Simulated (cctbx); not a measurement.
## Resonant diffraction in TeMo2O8

Space group P2/c (no. 13), a = 5.2100 Å, b = 5.9130 Å, c = 10.6480 Å, α = 90.00°, β = 117.53°, γ = 90.00°.

| atom | mult. | x | y | z | Ueq (Å²) |
| --- | --- | --- | --- | --- | --- |
| Te1 | 2 | 0 | 0.3493 | 3/4 | 0.0058 |
| Mo1 | 4 | 0.7551 | 0.1670 | 0.0091 | 0.0061 |
| O1 | 4 | 0.5368 | 0.9038 | 0.6115 | 0.0101 |
| O2 | 4 | 0.9794 | 0.6000 | 0.6110 | 0.0101 |
| O3 | 4 | 0.0280 | 0.8821 | 0.1106 | 0.0109 |
| O4 | 4 | 0.5604 | 0.3362 | 0.6395 | 0.0089 |

The model was made for the exercise: a known structure type with other elements put in, its volume estimated, not relaxed; displacement parameters are assumed.

Calculated with cctbx: free-atom f′ and f″ from the Sasaki tables, no fine structure; amplitudes in electrons.

| E (eV) | F 0 2 1 | F 1 1 2 | F 1 1 1 | F 1 0 0 |
| --- | --- | --- | --- | --- |
| 19400 | 85.7 | 45.0 | 174.1 | 99.5 |
| 19750 | 85.4 | 44.7 | 171.4 | 99.4 |
| 19880 | 85.3 | 44.5 | 169.0 | 99.3 |
| 19940 | 85.1 | 44.3 | 166.7 | 99.2 |
| 19970 | 85.0 | 44.1 | 164.4 | 99.1 |
| 19985 | 84.9 | 43.9 | 162.1 | 99.0 |
| 19992 | 84.7 | 43.8 | 160.1 | 98.9 |
| 19996 | 84.6 | 43.6 | 157.9 | 98.8 |
| 20004 | 84.6 | 43.5 | 157.3 | 98.8 |
| 20008 | 84.7 | 43.7 | 160.0 | 98.9 |
| 20015 | 84.9 | 43.9 | 162.4 | 99.0 |
| 20030 | 85.0 | 44.1 | 164.9 | 99.1 |
| 20060 | 85.1 | 44.3 | 167.3 | 99.2 |
| 20150 | 85.3 | 44.6 | 170.6 | 99.3 |
| 20400 | 85.5 | 44.9 | 174.1 | 99.3 |

**Question.** Which edge is crossed, and why do the reflections move as they do?

The K edge of Mo. The edge is at 20000 eV. f′ of Mo falls from -4.6 e at 19880 eV to -7.8 e at 4 eV below it, and f″ steps from 0.54 to 3.69 e across it. Over that approach |F| changes by -1 % (0 2 1), -2 % (1 1 2), -7 % (1 1 1) and -1 % (1 0 0): a reflection falls where Mo scatters in phase with the total and rises where it scatters against it; it hardly moves where the Mo term is small or cancels by symmetry. Above the edge the larger f″ enters the imaginary part, where it can add to or cancel the other atoms' f″. The structure is centrosymmetric, so Friedel mates stay equal.
